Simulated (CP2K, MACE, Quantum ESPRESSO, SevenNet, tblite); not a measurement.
# Bulk modulus two ways: random rutile alloy of IrO2 and SiO2 (96 atoms), SevenNet 0

The cell holds 96 atoms (20 Si, 64 O and 12 Ir). Recipe: rutile IrO2, 2 x 2 x 4 conventional cells, 20 of 32 Ir sites given to Si at random (x = 0.625), lattice by Vegard's rule (cell 4.299, 4.299, 2.848, 90, 90, 90); every coordinate displaced by a Gaussian of 0.07 Å. Then the atoms were relaxed with SevenNet 0 in the fixed cell.

Calculated with SevenNet 0: SevenNet 0, trained on PBE(+U) plane-wave data, no dispersion term. The cell is scaled evenly by ±3 % in volume, and SevenNet 0 relaxes the atoms at each volume before the single point.

```
volume (Å³/atom)  energy less the middle row's (meV/atom)  pressure (GPa)
          8.5089                                   35.687          27.570
          8.7721                                    0.000          16.226
          9.0353                                  -18.363           6.354
```

Task: Find the bulk modulus at the middle volume from the pressures and from the energies, and check the printed pressure against the slope of the energy (1 meV/Å³ = 0.16022 GPa).

Worked:

The step is h = 0.2632 Å³. From pressures: B = −V dP/dV = 8.7721 × (27.570 − (6.354)) / (2 × 0.2632) = 354 GPa.

From energies: B = V d²E/dV² = 8.7721 × (35.687 + (-18.363)) / 0.2632² = 2194 meV/Å³ = 352 GPa.

Slope: P = −dE/dV = −(-18.363 − (35.687)) / (2 × 0.2632) = 103 meV/Å³ = 16.45 GPa, against 16.23 GPa printed.

The two moduli agree within 1 %.

A central difference over ±3 % overstates P by about B(1 + B′)(0.03)²/6, some 0.27 GPa for B′ = 4.

Limits: three points, a static cell at zero temperature, the cell shape held; the modulus is that at 16.2 GPa, not at zero pressure.

[Logs are printed without paths, hosts, clocks, repeated set-up lines and the standing remarks that a program may print on its own settings, such as how far it seeks lower states.]

[Hosts, paths, dates, database ids (printed as entryN), source tags and the programs' standing remarks are cut or masked in the printed files.]
